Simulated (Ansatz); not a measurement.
**BeTlI3: complex band structure**

A new crystal, BeTlI3: structure, gap and complex bands. It is built by putting Be for Ca in the CaTlI3 structure of space group Cmcm, with the volume rescaled by atomic radii. The parent structure comes from the Materials Project.

Calculated with Ansatz 0.2.0; LDA DFT, plane waves, PAW files, in the first sound run; inputs show where later runs differ.

The structure was built from a prototype and need not be the compound's stable phase.

**1. The starting structure**

The structure is orthorhombic, space group Cmcm (No. 63). Conventional cell: a = 4.280 Å, b = 14.187 Å, c = 10.893 Å, α = 90.00°, β = 90.00°, γ = 90.00°. Be has 6 I at 2.92 to 2.95 Å nearest. Tl has 8 I at 3.22 to 3.66 Å nearest. I has 2 Be at 2.95 Å and 3 Tl at 3.45 to 3.66 Å nearest. Nearest to I lie 2 Be at 2.92 Å and 2 Tl at 3.22 Å. It derives from CaTlI3. Be for Ca in the CaTlI3 structure of space group Cmcm. Farther neighbours and most contacts between anions are not listed.

**2. Relaxing the new crystal**

The substituted atoms don't fit the parent's cell, so cell and atoms relax together. A small smearing keeps the run stable in case the gap closes on the way.

File input.yaml:

```yaml
crystal:
  lattice:
    - [2.1402442742, -7.0932717308, 0.0]
    - [2.1402442742, 7.0932717308, 0.0]
    - [0.0, 0.0, 10.8928511402]
  atoms:
    - { symbol: Be, position: [0.0, 0.0, 0.0] }
    - { symbol: Be, position: [0.0, 0.0, 0.5] }
    - { symbol: Tl, position: [0.25535893, 0.74464107, 0.25] }
    - { symbol: Tl, position: [0.74464107, 0.25535893, 0.75] }
    - { symbol: I, position: [0.63682255, 0.36317745, 0.05550289] }
    - { symbol: I, position: [0.36317745, 0.63682255, 0.94449711] }
    - { symbol: I, position: [0.36317745, 0.63682255, 0.55550289] }
    - { symbol: I, position: [0.63682255, 0.36317745, 0.44449711] }
    - { symbol: I, position: [0.92511651, 0.07488349, 0.25] }
    - { symbol: I, position: [0.07488349, 0.92511651, 0.75] }
kpoints:
  mp_grid: { grid: [6, 6, 2] }
scf:
  occupations: { method: gaussian, width: 0.03 }
hamiltonian:
  xc: lda
output:
  forces: true
  stress: true
relax:
  f_tol: 0.02
  max_steps: 60
  cell: {}
```

The run is started by

```console
> ansatz run input.yaml --threads 2 --pin off --max-ram 4096MiB --backend cpu --events-out ev --progress --plain --runs-dir out
```

Numbers of over 12 decimals in the logs are rounded to 6 here.

The log of the run:

```text
Engine: ansatz 0.2.0, x86_64-unknown-linux-gnu
Pseudopotentials: kind: paw
Pseudopotential: Be, paw, valence charge 2, recommended cutoff 420 eV (normal), Be.paw.azcp
Pseudopotential: Tl, paw, valence charge 13, recommended cutoff 420 eV (normal), Tl.paw.azcp
Pseudopotential: I, paw, valence charge 17, recommended cutoff 420 eV (normal), I.paw.azcp
Functional definition: SPW92
  exchange = slater_x
  correlation = pw_c
Crystal: 10 atoms, lattice volume = 330.736 Å³
Basis set: ecut = 420 eV, 6437 PW (Γ)
Bands: 80, of which v1, the nominal top of the filled ones, is band 66 counted from 1 (65 counted from 0)
Symmetry: 8 space group operations
Space group: Cmcm (ITA 63), of the structure as read, at distance tolerance 6.9e-5 Å
k-points: 26 of 72
Non-local potential: Be, projectors of the file, l = 0: 2, l = 1: 2, l = 2: 1
Non-local potential: Tl, projectors of the file, l = 0: 2, l = 1: 2, l = 2: 2, l = 3: 1
Non-local potential: I, projectors of the file, l = 0: 2, l = 1: 2, l = 2: 2, l = 3: 2
PAW form: soft (Blöchl's): semilocal exchange-correlation on the pseudo side does not see the compensation charge
PAW frozen core: Be, regenerated for the run's functional, and the local potential with it (the file was generated under x = pbe(κ = 0.804, μ = 0.219515), c = pbe(β = 0.066725))
PAW frozen core: Tl, regenerated for the run's functional, and the local potential with it (the file was generated under x = pbe(κ = 0.804, μ = 0.219515), c = pbe(β = 0.066725))
PAW frozen core: I, regenerated for the run's functional, and the local potential with it (the file was generated under x = pbe(κ = 0.804, μ = 0.219515), c = pbe(β = 0.066725))
PAW one-centre angular grid: Be, 110 points (default); XC on 64 Gauss nodes
PAW one-centre angular grid: Tl, 590 points (default); XC on 64 Gauss nodes
PAW one-centre angular grid: I, 590 points (default); XC on 64 Gauss nodes
Initial density: superposition of atomic densities (neutral atoms: chi_scale 0, normalization atom), corrected by the library's trained network
Initial wavefunctions: pseudopotential atomic-orbital guess
Functional: x = slater, c = lda
SCF iter   1: F=—  HF=-66607.005769 eV  |F-HF|=—  |Δ(HF+E_count)|=         —  Δρ=4.09e-3  dr2=2.63e-2  ethr=1.77e-3  ⟨swp⟩=10.0  Hψ=9534  notcnv=0  defer=29
preconditioner: auto → Resta (q_TF=auto, 2.341 Å⁻¹)  ε∞=3.9  [insulator: Δε(μ)=1.720 eV  Ē_g=10.112 eV  σ=0.030 eV  W_gap=1.00  n_scr=80 (ndim 8)  ℏωp=17.3 eV  f_vac=0.016  D(μ)=0.00/eV (n_scr^D=0)  ε∞_Penn≈3.9]
SCF iter   2: F=—  HF=-66606.998971 eV  |F-HF|=—  |Δ(HF+E_count)|=   6.80e-3  Δρ=1.96e-3  dr2=5.89e-3  ethr=1.99e-5  ⟨swp⟩=2.0  Hψ=3369  notcnv=0  defer=202
SCF iter   3: F=—  HF=-66606.998000 eV  |F-HF|=—  |Δ(HF+E_count)|=   9.71e-4  Δρ=3.62e-4  dr2=3.30e-4  ethr=4.46e-6  ⟨swp⟩=2.0  Hψ=2111  notcnv=0  defer=202
SCF iter   4: F=—  HF=-66606.997999 eV  |F-HF|=—  |Δ(HF+E_count)|=   1.76e-6  Δρ=4.55e-5  dr2=7.84e-6  ethr=2.50e-7  ⟨swp⟩=2.0  Hψ=2410  notcnv=0  defer=202
SCF iter   5: F=—  HF=-66606.997947 eV  |F-HF|=—  |Δ(HF+E_count)|=   5.16e-5  Δρ=1.38e-5  dr2=9.10e-7  ethr=5.94e-9  ⟨swp⟩=2.0  Hψ=3567  notcnv=0  defer=202
SCF iter   6: F=-66606.997947 eV  HF=-66606.997947 eV  |F-HF|=7.79e-9  |Δ(HF+E_count)|=   5.04e-8  Δρ=3.68e-6  dr2=5.99e-8  ethr=7.58e-11  ⟨swp⟩=3.0  Hψ=8127  notcnv=0
SCF 1 converged in 6 iterations: F = -66606.997947 eV  dr2 = 5.99e-8
  greatest PAW one-centre occupation: 1.000 electrons in one spin orbital (limit 2), on the I atom at site 9 (counted from 0), in its partial waves of l = 2
relax step   1: F+E_penalty+E_count = -66606.99794701 eV  Δ(F+E_penalty+E_count) = +0.000e0 eV  max|allowed force component| = 1.017e0 eV/Å  Δτ_max = 0.0000 Å  P = -4.166 GPa  Ω = 330.736 Å³  (6 SCF iters, dr2 threshold 1.00e-7 eV, accepted)
Crystal: 10 atoms, lattice volume = 302.671 Å³
Basis set: ecut = 420 eV, 5931 PW (Γ)
Initial density: handed on by an earlier stage of this run
Initial wavefunctions: those handed on with the density
iter 1 solved again at ethr=2.06e-4 eV; its pass at ethr=3.10e-3 eV (dr2=2.72e-1 eV) is discarded
SCF iter   1: F=—  HF=-66608.345453 eV  |F-HF|=—  |Δ(HF+E_count)|=         —  Δρ=6.94e-3  dr2=2.66e-1  ethr=2.06e-4  ⟨swp⟩=3.7  Hψ=9954  notcnv=0
preconditioner: auto → Resta (q_TF=auto, 2.376 Å⁻¹)  ε∞=3.9  [insulator: Δε(μ)=1.905 eV  Ē_g=10.577 eV  σ=0.030 eV  W_gap=1.00  n_scr=70 (ndim 8)  ℏωp=18.1 eV  f_vac=0.004  D(μ)=0.00/eV (n_scr^D=0)  ε∞_Penn≈3.9]
SCF iter   2: F=—  HF=-66608.274254 eV  |F-HF|=—  |Δ(HF+E_count)|=   7.12e-2  Δρ=3.53e-3  dr2=5.74e-2  ethr=2.01e-4  ⟨swp⟩=3.5  Hψ=3093  notcnv=0
SCF iter   3: F=—  HF=-66608.256205 eV  |F-HF|=—  |Δ(HF+E_count)|=   1.80e-2  Δρ=6.02e-4  dr2=1.68e-3  ethr=4.35e-5  ⟨swp⟩=3.2  Hψ=3288  notcnv=0
SCF iter   4: F=—  HF=-66608.255900 eV  |F-HF|=—  |Δ(HF+E_count)|=   3.05e-4  Δρ=1.70e-4  dr2=1.22e-4  ethr=1.28e-6  ⟨swp⟩=2.2  Hψ=3006  notcnv=0
SCF iter   5: F=—  HF=-66608.255835 eV  |F-HF|=—  |Δ(HF+E_count)|=   6.43e-5  Δρ=4.42e-5  dr2=7.33e-6  ethr=9.22e-8  ⟨swp⟩=2.5  Hψ=3652  notcnv=0
SCF iter   6: F=-66608.255834 eV  HF=-66608.255834 eV  |F-HF|=2.34e-7  |Δ(HF+E_count)|=   8.76e-7  Δρ=1.08e-5  dr2=4.88e-7  ethr=7.58e-10  ⟨swp⟩=5.0  Hψ=7090  notcnv=0
SCF 2 converged in 6 iterations: F = -66608.255834 eV  dr2 = 4.88e-7
  greatest PAW one-centre occupation: 1.000 electrons in one spin orbital (limit 2), on the I atom at site 7 (counted from 0), in its partial waves of l = 2
relax step   2: F+E_penalty+E_count = -66608.25583406 eV  Δ(F+E_penalty+E_count) = -1.258e0 eV  max|allowed force component| = 2.760e-1 eV/Å  Δτ_max = 0.1965 Å  P = -1.912 GPa  Ω = 302.671 Å³  energy of the carried Pulay correction = +5.572e-3 eV  (6 SCF iters, dr2 threshold 1.00e-6 eV, accepted)
Crystal: 10 atoms, lattice volume = 283.794 Å³
Basis set: ecut = 420 eV, 5523 PW (Γ)
iter 1 solved again at ethr=6.92e-5 eV; its pass at ethr=3.10e-3 eV (dr2=9.14e-2 eV) is discarded
SCF iter   1: F=—  HF=-66608.557090 eV  |F-HF|=—  |Δ(HF+E_count)|=         —  Δρ=3.87e-3  dr2=9.17e-2  ethr=6.92e-5  ⟨swp⟩=3.7  Hψ=11092  notcnv=0  defer=1
preconditioner: auto → Resta (q_TF=auto, 2.402 Å⁻¹)  ε∞=4.0  [insulator: Δε(μ)=1.771 eV  Ē_g=10.850 eV  σ=0.030 eV  W_gap=1.00  n_scr=62 (ndim 8)  ℏωp=18.7 eV  f_vac=0.003  D(μ)=0.00/eV (n_scr^D=0)  ε∞_Penn≈4.0]
SCF iter   2: F=—  HF=-66608.532333 eV  |F-HF|=—  |Δ(HF+E_count)|=   2.48e-2  Δρ=1.86e-3  dr2=1.90e-2  ethr=6.92e-5  ⟨swp⟩=3.6  Hψ=3307  notcnv=0  defer=5
SCF iter   3: F=—  HF=-66608.526440 eV  |F-HF|=—  |Δ(HF+E_count)|=   5.89e-3  Δρ=4.15e-4  dr2=7.33e-4  ethr=1.44e-5  ⟨swp⟩=2.5  Hψ=3067  notcnv=0  defer=5
SCF iter   4: F=—  HF=-66608.526232 eV  |F-HF|=—  |Δ(HF+E_count)|=   2.07e-4  Δρ=8.77e-5  dr2=3.35e-5  ethr=5.55e-7  ⟨swp⟩=2.1  Hψ=2975  notcnv=0  defer=5
SCF iter   5: F=—  HF=-66608.526229 eV  |F-HF|=—  |Δ(HF+E_count)|=   3.49e-6  Δρ=3.26e-5  dr2=2.42e-6  ethr=2.54e-8  ⟨swp⟩=2.0  Hψ=3267  notcnv=0  defer=5
SCF iter   6: F=-66608.526229 eV  HF=-66608.526229 eV  |F-HF|=2.12e-8  |Δ(HF+E_count)|=   2.23e-7  Δρ=6.57e-6  dr2=1.49e-7  ethr=7.58e-10  ⟨swp⟩=4.0  Hψ=6553  notcnv=0
SCF 3 converged in 6 iterations: F = -66608.526229 eV  dr2 = 1.49e-7
relax step   3: F+E_penalty+E_count = -66608.52622870 eV  Δ(F+E_penalty+E_count) = -2.704e-1 eV  max|allowed force component| = 1.148e-1 eV/Å  Δτ_max = 0.1179 Å  P = +0.364 GPa  Ω = 283.794 Å³  energy of the carried Pulay correction = +9.829e-3 eV  (6 SCF iters, dr2 threshold 1.00e-6 eV, accepted)
[... from here on, the SCF cycles and remarks between the steps are left out ...]
relax step   4: F+E_penalty+E_count = -66608.55908525 eV  Δ(F+E_penalty+E_count) = -3.286e-2 eV  max|allowed force component| = 1.174e-1 eV/Å  Δτ_max = 0.0692 Å  P = +0.196 GPa  Ω = 283.660 Å³  energy of the carried Pulay correction = +9.861e-3 eV  (5 SCF iters, dr2 threshold 1.00e-6 eV, accepted)
relax step   5: F+E_penalty+E_count = -66608.56901407 eV  Δ(F+E_penalty+E_count) = -9.929e-3 eV  max|allowed force component| = 3.322e-2 eV/Å  Δτ_max = 0.0337 Å  P = +0.052 GPa  Ω = 286.379 Å³  energy of the carried Pulay correction = +9.219e-3 eV  (5 SCF iters, dr2 threshold 8.61e-7 eV, accepted)
relax step   6: F+E_penalty+E_count = -66608.57038133 eV  Δ(F+E_penalty+E_count) = -1.367e-3 eV  max|allowed force component| = 4.680e-2 eV/Å  Δτ_max = 0.0247 Å  P = -0.032 GPa  Ω = 287.057 Å³  energy of the carried Pulay correction = +9.060e-3 eV  (6 SCF iters, dr2 threshold 1.21e-7 eV, accepted)
relax step   7: F+E_penalty+E_count = -66608.57115197 eV  Δ(F+E_penalty+E_count) = -7.706e-4 eV  max|allowed force component| = 1.780e-2 eV/Å  Δτ_max = 0.0142 Å  P = +0.022 GPa  Ω = 286.846 Å³  energy of the carried Pulay correction = +9.109e-3 eV  (5 SCF iters, dr2 threshold 1.37e-7 eV, accepted)
relax step   8: F+E_penalty+E_count = -66608.57140026 eV  Δ(F+E_penalty+E_count) = -2.483e-4 eV  max|allowed force component| = 5.650e-3 eV/Å  Δτ_max = 0.0043 Å  P = +0.011 GPa  Ω = 286.940 Å³  energy of the carried Pulay correction = +9.087e-3 eV  (5 SCF iters, dr2 threshold 2.04e-8 eV, accepted)
relax step   9: F+E_penalty+E_count = -66608.57155774 eV  Δ(F+E_penalty+E_count) = -1.575e-4 eV  max|allowed force component| = 3.874e-3 eV/Å  Δτ_max = 0.0032 Å  P = -0.005 GPa  Ω = 287.016 Å³  energy of the carried Pulay correction = +9.070e-3 eV  (5 SCF iters, dr2 threshold 1.12e-8 eV, accepted)
relax step  10: F+E_penalty+E_count = -66608.57171923 eV  Δ(F+E_penalty+E_count) = -1.615e-4 eV  max|allowed force component| = 4.184e-3 eV/Å  Δτ_max = 0.0041 Å  P = +0.006 GPa  Ω = 286.932 Å³  energy of the carried Pulay correction = +9.089e-3 eV  (8 SCF iters, accepted)
Initial wavefunctions: pseudopotential atomic-orbital guess (no wavefunctions were taken with the density)
iter 1 solved again at ethr=2.43e-7 eV; its pass at ethr=3.10e-3 eV (dr2=3.20e-4 eV) is discarded
SCF iter   1: F=—  HF=-66608.564796 eV  |F-HF|=—  |Δ(HF+E_count)|=         —  Δρ=1.42e-4  dr2=8.67e-6  ethr=2.43e-7  ⟨swp⟩=3.7  Hψ=15112  notcnv=0
preconditioner: auto → Resta (q_TF=auto, 2.397 Å⁻¹)  ε∞=4.0  [insulator: Δε(μ)=1.683 eV  Ē_g=10.822 eV  σ=0.030 eV  W_gap=1.00  n_scr=64 (ndim 8)  ℏωp=18.6 eV  f_vac=0.004  D(μ)=0.00/eV (n_scr^D=0)  ε∞_Penn≈4.0]
SCF iter   2: F=—  HF=-66608.564789 eV  |F-HF|=—  |Δ(HF+E_count)|=   7.47e-6  Δρ=7.09e-5  dr2=2.02e-6  ethr=6.57e-9  ⟨swp⟩=2.0  Hψ=3429  notcnv=0
SCF iter   3: F=—  HF=-66608.564790 eV  |F-HF|=—  |Δ(HF+E_count)|=   6.87e-7  Δρ=1.04e-5  dr2=5.95e-8  ethr=1.53e-9  ⟨swp⟩=2.1  Hψ=3798  notcnv=0
SCF iter   4: F=—  HF=-66608.564790 eV  |F-HF|=—  |Δ(HF+E_count)|=   1.56e-8  Δρ=5.81e-7  dr2=7.03e-10  ethr=4.51e-11  ⟨swp⟩=2.2  Hψ=2655  notcnv=0
SCF iter   5: F=-66608.564790 eV  HF=-66608.564790 eV  |F-HF|=2.91e-11  |Δ(HF+E_count)|=  2.76e-10  Δρ=1.03e-7  dr2=3.50e-11  ethr=1.00e-12  ⟨swp⟩=4.9  Hψ=6669  notcnv=0
SCF 11 converged in 5 iterations: F = -66608.564790 eV  dr2 = 3.50e-11
relax step  11: F+E_penalty+E_count = -66608.56478954 eV  Δ(F+E_penalty+E_count) = +6.930e-3 eV  max|allowed force component| = 4.132e-3 eV/Å  Δτ_max = 0.0000 Å  P = -0.009 GPa  Ω = 286.932 Å³  stress off target by 1.25e-2 GPa  SCF on the basis re-selected at this cell (its energy is not comparable with the rows above)  (5 SCF iters)
basis re-selected at this cell: Δ(F+E_penalty+E_count) = +6.930e-3 eV, ΔP = -0.015 GPa vs the last step (what re-selecting the basis moved, of the pressure what is left beyond the Pulay correction that the steps carried, after the strain that the cell walked since its last selection, with what the two solves' SCF thresholds leave and, on support functions, any second-order correction that the steps lacked; it is no measure of the basis error at this ecutwfc). The dense FFT grid was sized anew with the basis: this SCF ran on 50×50×72 points, the steps before it on 50×50×75, so part of this shift can come from that change (see relax.cell in the input reference). [rest of the remark cut]
SCF converged after 5 iterations
Free energy (F): -66608.564790 eV
Harris-Foulkes:  -66608.564790 eV  (|F-HF|=2.91e-11)
Internal energy: -66608.564790 eV  (E = F + TS)
E sigma→0 (E₀):  -66608.564790 eV
Fermi energy:    8.507482 eV
--- Per-component energies (eV) ---
  E_band       = -2121.015176
  E_kinetic    = 1843.295220
  E_local      = -12775.847482  (includes V_loc(G=0)·N_el)
  E_nonlocal   = 137.246482
  E_hartree    = 6419.865637
  E_xc         = -1263.035863
  E_vxc        = -1102.376519  (∫ρ·V_xc dr)
  E_paw        = -47800.923146  (= ΣΔE_a)
  E_vpaw       = -3063.064453  (= ΣTr[D̂ρ^β])
  E_aug_tail   = 0.000458  (compensation charges beyond the density's cutoff)
  E_ewald      = -13173.630838
  E_core_change = 4.464743  (= ΣΔE_core)
  E_smearing   = -0.000000  (= −TS)
  E_closure    = -0.000000  (closes the sum)
  Σ components = -66608.564790   (vs F -66608.564790, Δ=0.00e0)
--- Forces (eV/Å), atoms counted from 1 ---
  atom   1  Be    -0.00000000    -0.00000000     0.00000000
  atom   2  Be    -0.00000000     0.00000000    -0.00000000
  atom   3  Tl    -0.00000000    -0.00094906    -0.00000000
  atom   4  Tl    -0.00000000     0.00094906     0.00000000
  atom   5  I      0.00000000    -0.00413174    -0.00184655
  atom   6  I     -0.00000000     0.00413174     0.00184655
  atom   7  I     -0.00000000     0.00413174    -0.00184655
  atom   8  I      0.00000000    -0.00413174     0.00184655
  atom   9  I      0.00000000    -0.00171523    -0.00000000
  atom  10  I      0.00000000     0.00171523     0.00000000
  max |Σ_I F_I| component: 1.73e-18 eV/Å
--- Stress (GPa, compression-positive) ---
       -0.010768      -0.000000       0.000000
       -0.000000      -0.003590       0.000000
        0.000000       0.000000      -0.012516
  P = ⅓ Tr σ = -0.0090 GPa (-0.090 kbar)
--- Relaxed structure (10 steps of the walk, 10 accepted, 1 SCFs on fresh bases) ---
  F+E_penalty+E_count = -66608.56478954 eV   max|allowed force component| = 4.132e-3 eV/Å   (the final SCF, on the basis selected at the relaxed cell)
  cell:  # Å, volume = 286.9318 Å³
    - [1.934819, -6.982431, 1.60361569124699e-17]
    - [1.934819, 6.982431, -1.60361569124699e-17]
    - [0, -2.4626079013713886e-17, 10.619440]
  atoms:
    - { symbol: Be, position: [-6.54195338110162e-19, 6.541953381101618e-19, 1.4133738404334322e-19] }
    - { symbol: Be, position: [-6.541953381101621e-19, 6.541953381101619e-19, 0.5] }
    - { symbol: Tl, position: [0.261611, 0.738389, 0.25] }
    - { symbol: Tl, position: [0.738389, 0.261611, 0.75] }
    - { symbol: I, position: [0.624949, 0.375051, 0.038820] }
    - { symbol: I, position: [0.375051, 0.624949, 0.961180] }
    - { symbol: I, position: [0.375051, 0.624949, 0.538820] }
    - { symbol: I, position: [0.624949, 0.375051, 0.461180] }
    - { symbol: I, position: [0.950664, 0.049336, 0.25] }
    - { symbol: I, position: [0.049336, 0.950664, 0.75] }
```

Wall time 47 s (2 threads of AMD EPYC 9R45, shared host); peak memory 0.99 GiB; 92 s of CPU time.

Relaxation path:

```
step  energy less that of the first step (eV)  largest force component (eV/Å)  pressure (GPa)  volume (Å³)
   1                                   0.0000                          1.0174           -4.17       330.74
   2                                  -1.2579                          0.2760           -1.91       302.67
   3                                  -1.5283                          0.1148            0.36       283.79
   4                                  -1.5611                          0.1174            0.20       283.66
   5                                  -1.5711                          0.0332            0.05       286.38
   6                                  -1.5724                          0.0468           -0.03       287.06
   7                                  -1.5732                          0.0178            0.02       286.85
   8                                  -1.5735                          0.0056            0.01       286.94
   9                                  -1.5736                          0.0039            0.00       287.02
  10                                  -1.5738                          0.0042            0.01       286.93
 11*                                  -1.5668                          0.0041           -0.01       286.93
```

Relaxation steps marked * repeat the geometry before them on a plane-wave basis chosen anew for their cell, so energy and pressure can jump there.

Forces are held to the 8 operations that the run works with; a distortion that breaks them can't arise in this run.

```csv
"conventional cell, symmetrised",before,after,change
a (Å),4.280,3.870,-9.6 %
b (Å),14.187,13.965,-1.6 %
c (Å),10.893,10.619,-2.5 %
volume (Å³/atom),33.07,28.69,-13.2 %
```

The atoms that moved most (Å, as changes of fractional coordinates times the final cell):

```
atom     dx      dy      dz  length
 I10  0.000   0.357   0.000   0.357
  I9  0.000  -0.357   0.000   0.357
  I6  0.000  -0.166   0.177   0.243
  I8  0.000   0.166   0.177   0.243
  I7  0.000  -0.166  -0.177   0.243
  I5  0.000   0.166  -0.177   0.243
 Tl3  0.000  -0.087   0.000   0.087
 Tl4  0.000   0.087   0.000   0.087
```

Final coordinates:

```cif
data_structure
_symmetry_space_group_name_H-M 'P 1'
_symmetry_Int_Tables_number 1
_cell_length_a 7.2455
_cell_length_b 7.2455
_cell_length_c 10.6194
_cell_angle_alpha 90.000
_cell_angle_beta 90.000
_cell_angle_gamma 149.024
_cell_volume 286.93
loop_
_atom_site_label
_atom_site_type_symbol
_atom_site_fract_x
_atom_site_fract_y
_atom_site_fract_z
_atom_site_occupancy
Be1 Be 0.00000 0.00000 0.00000 1
Be2 Be 0.00000 0.00000 0.50000 1
Tl3 Tl 0.26161 0.73839 0.25000 1
Tl4 Tl 0.73839 0.26161 0.75000 1
I5 I 0.62495 0.37505 0.03882 1
I6 I 0.37505 0.62495 0.96118 1
I7 I 0.37505 0.62495 0.53882 1
I8 I 0.62495 0.37505 0.46118 1
I9 I 0.95066 0.04934 0.25000 1
I10 I 0.04934 0.95066 0.75000 1
```

Numbers from this step:

```yaml
free_energy: -66608.5648 eV
fermi_energy: 8.507 eV
pressure: -0.008958 GPa
```

The largest force component on a free atom ends at 0.0041 eV/Å.

(Part 1 of 3 ends here.)

[Logs are printed without paths, hosts, clocks, repeated set-up lines and the standing remarks that a program may print on its own settings, such as how far it seeks lower states.]

[Hosts, paths, dates, database ids (printed as entryN), source tags and the programs' standing remarks are cut or masked in the printed files.]
